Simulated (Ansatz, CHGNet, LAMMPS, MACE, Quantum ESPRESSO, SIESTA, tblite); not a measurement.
**tblite on Zn2+ BF4- in dimethoxyethane and tetrahydrofuran at 480 K (85 atoms): settings against a plane-wave reference**

How near does tblite come to plane waves for Zn2+ BF4- in dimethoxyethane and tetrahydrofuran at 480 K (85 atoms)?

Program: tblite 0.8.0. Level of theory: the method is named at each step. Results are calculated unless marked as measured.

**1. The starting structure**

The cell holds 85 atoms: 20 C, 8 O, 46 H, 2 B, 8 F and 1 Zn. Its edges and angles: a = 10.026 Å, b = 10.026 Å, c = 10.026 Å, α = 90.0°, β = 90.0°, γ = 90.0°. 3 dimethoxyethane, 2 tetrahydrofuran, 1 Zn2+, 2 BF4- placed at random, at 1.08 g/cm³; overlaps pushed apart, then 10 ps at 550 K with stiff harmonic cages for PF6 and BF4 with UFF radii; divalent ions of Li, Roberts, Chakravorty and Merz (J. Chem. Theory Comput. 9, 2733 (2013)); MMFF94 bonds, angles, torsions, charges and radii (Halgren, J. Comput. Chem. 17, 490 (1996)) in harmonic and 12-6 forms; charges of ions scaled by 0.8. Snapshot after 30 ps at 480 K and fixed volume.

The yardstick, on the same geometry:

* method: Kohn-Sham DFT, PBE, PAW, plane waves (Ansatz 0.2.0); cutoff 420 eV, Γ point, fermi-dirac smearing of 0.05 eV; PAW set soft_2
* r.m.s. force component: 1.131 eV/Å
* longest force: 4.732 eV/Å
* pressure: 2.769 GPa
* gap (highest filled to lowest empty level): 4.057 eV
* SCF cycles: 10
* time: 6.7 s on 4 threads of Arm Neoverse V2, shared host
* CPU time: 25 s

**2. GFN1-xTB**

Method: GFN1-xTB tight binding, diagonalisation.

Contents of run.py:

```python
import numpy as np
from ase.io import read
from tblite.ase import TBLite

atoms = read("structure.xyz")
atoms.calc = TBLite(method="GFN1-xTB", electronic_temperature=580, accuracy=1.0, max_iterations=250, mixer_damping=0.4, verbosity=1)
energy = atoms.get_potential_energy()
forces = atoms.get_forces()
print(f"energy {energy:.6f} eV")
print("forces (eV/A)")
for i, (a, f) in enumerate(zip(atoms, forces)):
    print(f"{i:4d} {a.symbol:2s} {f[0]:10.5f} {f[1]:10.5f} {f[2]:10.5f}")
stress = -atoms.get_stress(voigt=False) * 160.21766
print("stress (GPa, compression positive)")
for row in stress:
    print(" ".join(f"{x:10.4f}" for x in row))
print("charges (e)")
print(np.array2string(atoms.get_charges(), precision=4, suppress_small=True, max_line_width=110, threshold=100000))
```

Contents of structure.xyz:

```xyz
85
Lattice="10.02554 0.00000 0.00000 0.00000 10.02554 0.00000 0.00000 0.00000 10.02554" Properties=species:S:1:pos:R:3 pbc="T T T"
C 7.35233 5.85983 7.19583
O 5.91798 5.74042 6.95712
C 5.70734 6.13603 5.58773
C 6.02334 7.58743 5.34341
O 7.39905 7.60768 4.98620
C 7.50702 7.35514 3.56889
H 7.77491 6.85577 7.09989
H 7.84328 5.08465 6.62407
H 7.33739 5.67185 8.23337
H 6.28802 5.47084 4.88404
H 4.66278 5.98445 5.42843
H 5.85111 8.14705 6.30376
H 5.33700 7.84478 4.58989
H 8.48572 6.92213 3.23023
H 6.68734 6.67310 3.26331
H 7.20034 8.28180 3.07754
C 8.85255 8.18866 9.99336
O 0.21284 8.05472 0.31921
C 0.78650 6.90559 9.57469
C 2.25254 6.45013 0.06777
O 2.98581 7.52156 9.59254
C 4.33875 7.34130 10.01842
H 8.54316 9.23072 0.21846
H 8.27538 7.37028 0.36092
H 8.70317 8.17362 8.89626
H 0.02256 6.08109 9.59444
H 0.76946 7.13327 8.57093
H 2.59922 5.47274 9.70332
H 2.14276 6.50146 1.10461
H 4.93116 8.23578 9.77059
H 4.38898 7.14260 1.03494
H 4.76023 6.42777 9.48266
C 3.84359 3.11183 7.61039
O 3.09909 2.01563 7.12325
C 3.96861 0.85849 7.22721
C 3.13679 9.68658 7.06319
O 2.37335 9.83776 5.82985
C 1.85212 8.50667 5.58834
H 3.65541 4.07598 7.12635
H 4.88805 2.90781 7.20686
H 3.89292 3.28768 8.70006
H 4.81837 1.00737 6.43369
H 4.41525 0.79813 8.14264
H 2.27901 9.53830 7.79546
H 3.81732 8.85265 7.14059
H 2.71612 7.84639 5.57741
H 1.21169 8.16119 6.38928
H 1.25359 8.58377 4.69356
C 1.51356 1.09218 1.04436
C 0.84415 2.38728 1.50644
C 0.11319 1.85653 2.72845
O 1.06381 0.91884 3.31043
C 1.68048 0.21294 2.32613
H 2.54929 1.34894 0.73658
H 0.94451 0.66870 0.22648
H 0.09745 2.75512 0.76876
[... 25 atom lines left out ...]
F 5.36507 2.97027 4.39560
F 5.31163 0.89568 3.42823
F 3.33971 1.91187 4.34517
Zn 1.78164 1.69943 5.39133
```

Command:

```
> OMP_NUM_THREADS=1 python run.py > output.txt
```

Output:

```text
------------------------------------------------------------
  cycle        total energy    energy error   density error
------------------------------------------------------------
      1     -148.3038551042  -1.4926963E+02   5.7847658E-01
      2     -149.6450341531  -1.3411790E+00   3.2416280E-01
      3     -149.6600254103  -1.4991257E-02   1.0966854E-01
      4     -149.6801794213  -2.0154011E-02   2.4675877E-02
      5     -149.6932065382  -1.3027117E-02   2.5583299E-03
      6     -149.6933409581  -1.3441990E-04   6.3939458E-04
      7     -149.6933461578  -5.1996939E-06   1.8157819E-04
      8     -149.6933463658  -2.0800266E-07   7.6114319E-05
      9     -149.6933464723  -1.0651979E-07   1.5447728E-05
------------------------------------------------------------
 total:                                   1.737 sec
energy -4073.363436 eV
forces (eV/A)
   0 C    -1.86346   -0.47193    0.56520
   1 O     1.57202    1.06558   -1.52415
   2 C    -0.39509   -1.69739    0.79318
   3 C     1.09419   -0.85832    2.03008
   4 O     0.24398    0.63458   -1.26278
   5 C    -0.62730   -0.14046    0.04042
   6 H    -0.16002    0.08656   -0.58340
   7 H     0.51930    0.06461   -0.18571
   8 H     0.87781   -0.66776    1.59017
   9 H    -0.46485    0.45025    0.70149
  10 H    -1.06523   -0.33739   -0.31025
  11 H     0.30222   -0.12789   -0.94166
  12 H    -0.57215    1.29084   -1.23843
  13 H    -0.77877    0.69760    0.74111
  14 H     0.58468   -0.25555    0.08481
  15 H     0.71663    0.28986   -0.43072
  16 C     1.08494    1.28500   -0.78816
  17 O     0.11224   -1.67667   -1.38238
  18 C    -0.80107   -1.24718    2.85854
  19 C    -3.43833    1.31535   -2.37266
  20 O     2.01352    0.14017    0.33601
  21 C     0.43665   -0.42400   -1.94448
  22 H    -0.00344   -0.92656    0.56837
  23 H    -0.50755   -0.07124    0.61319
[...]
77 F     0.02505    0.38061    0.27527
  78 F    -0.65413    1.59216    0.40780
  79 B     1.48076   -1.23812   -2.71559
  80 F    -0.07883    0.21059    1.73705
  81 F    -0.23894    0.27051    0.00400
  82 F    -0.98194    0.80737    0.89392
  83 F     0.11215   -0.20197    0.05806
  84 Zn    1.05160    0.15939   -0.76995
stress (GPa, compression positive)
   -1.3057     0.2657     0.3512
    0.2657    -0.0555    -1.4267
    0.3512    -1.4267     2.2633
charges (e)
[ 0.1474 -0.4791  0.1666  0.1729 -0.4666  0.1591  0.0284  0.0389  0.019   0.0437  0.0396  0.0207  0.0318
  0.0431  0.0147  0.0237  0.1634 -0.4669  0.1722  0.1915 -0.4608  0.1618  0.0291  0.0234  0.0079  0.0117
  0.0382  0.0267  0.0468  0.0213  0.0281  0.0215  0.1609 -0.4114  0.1763  0.1742 -0.4109  0.1573  0.0686
  0.0283  0.0246  0.0555  0.0345  0.0491  0.0394  0.0443  0.0349  0.0661 -0.0665 -0.0596  0.1804 -0.4169
  0.2013  0.0404  0.0205  0.0133  0.0656  0.0171  0.0639  0.0185  0.0553 -0.0589 -0.0545  0.1749 -0.4034
  0.1826  0.0508  0.0479  0.0304  0.0369  0.0378  0.0581  0.0352  0.0588  0.7504 -0.3039 -0.3771 -0.3759
 -0.4036  0.7445 -0.4134 -0.3613 -0.4372 -0.2866  0.8231]
```

The job ended after 2.2 s (1 thread of Arm Neoverse V2, shared host; peak memory 0.16 GiB).

Banners, paths, timers and routine set-up lines are dropped from the logs unmarked, and long logs keep their key lines alone; longer cuts are marked.

Compared with the plane-wave run:

| Quantity | Value |
| --- | --- |
| r.m.s. force component | 1.098 eV/Å |
| r.m.s. difference of force components | 289.6 meV/Å |
| longest difference of force vectors | 1819 meV/Å |
| force difference over r.m.s. force | 25.61 % |
| slope of forces against the reference's | 0.9388 |
| correlation of force components | 0.9667 |
| pressure | 0.3007 GPa |
| pressure difference | -2.468 GPa |

Length of the force difference by element (eV/Å):

```
element  atoms  mean  most
      B      2  0.73  0.99
      C     20  0.52   1.2
      F      8  0.63   1.5
      H     46  0.16  0.28
      O      8  0.64   1.1
     Zn      1   1.8   1.8
```

Local excerpt of 14 atoms (numbers count through the whole input) about Zn85, the only Zn atom; x, y, z are measured from there.

```
atom      x      y      z  distance (Å)  bonds  Mulliken charge (e)     Fx     Fy  Fz (eV/Å)
Zn85   0.00   0.00   0.00          0.00      5                 0.82   1.05   0.16      -0.77
 F76  -0.27   1.75  -0.32          1.80      2                -0.30  -0.33  -1.90       1.12
 O65  -1.55  -0.40   0.83          1.81      3                -0.40  -2.01  -0.85       2.48
 F84   1.56   0.21  -1.05          1.89      2                -0.29   0.11  -0.20       0.06
 O37   0.59  -1.89   0.44          2.03      3                -0.41   1.09  -2.29       0.75
 O34   1.32   0.32   1.73          2.20      3                -0.41   0.34  -0.28       1.01
 O52  -0.72  -0.78  -2.08          2.34      2                -0.42  -1.52   2.15       2.47
 H74  -2.78   0.10  -0.61          2.85      1                 0.06  -0.53   0.66      -0.84
 C66  -2.88  -0.37   0.34          2.92      4                 0.18  -0.44  -0.31      -2.09
 H59  -1.84   1.03  -2.06          2.95      1                 0.06  -0.43  -0.10       0.92
 C36   1.36  -2.04   1.67          2.96      4                 0.17  -2.39   0.15      -0.33
 C64  -1.85  -0.45   2.28          2.97      4                 0.17   1.83  -1.83      -0.12
 C35   2.19  -0.84   1.84          2.98      4                 0.18  -0.43   1.82      -3.16
 H72  -1.31   0.38   2.66          2.99      1                 0.06  -0.07   1.04       0.89
```

Atoms are counted from 1 here, from 0 in the log.

Forces lie 26 % from the reference's, at 0.090 times its CPU time (on 1 against 4 cores).

The difference per atom is largest on Zn (1.8 eV/Å on average, against 0.73 on B).

**3. Results**

```json
{
  "force difference from the reference": "tblite GFN1-xTB, 26 %",
  "its CPU time": "2.2 s"
}
```

In words: Tight binding differs by 26 % (tblite GFN1-xTB); it is another model, with fitted parameters of its own, and the xTB methods hold dispersion. One electronic-structure run takes under half the reference's CPU time: tblite GFN1-xTB, at 26 % in 2.2 s against 25 s; its pressure misses by -2.5 GPa. Periodic xTB results under one method name differ between programs and library versions. The network of contacts between molecules at the start is that of the classical potential that made the cell, and needn't be the one that DFT or experiment would give. The reference's stress is far from hydrostatic: its diagonal is 1.4, 2.5, 4.4 GPa, compression counted positive. The reference's PBE has no dispersion term, which matters for the binding between molecules or layers. The density was typed from a rule of thumb and may lie off the real one at this temperature. The electronic-structure runs sample only Γ, in a cell whose shortest periodic width is 10 Å.

[Also dropped from logs without a mark: logging warnings of Python, and SIESTA's first energy breakdown and zero terms.]

[Logs are printed without paths, hosts, clocks, repeated set-up lines and the standing remarks that a program may print on its own settings, such as how far it seeks lower states.]

[Hosts, paths, dates, database ids (printed as entryN), source tags and the programs' standing remarks are cut or masked in the printed files.]

[The MMFF94 radii named for the starting cell were scaled by 0.96; in molecules described by MMFF94, hydrogen bound to N, O or S took a small fixed 12-6 site in their place.]
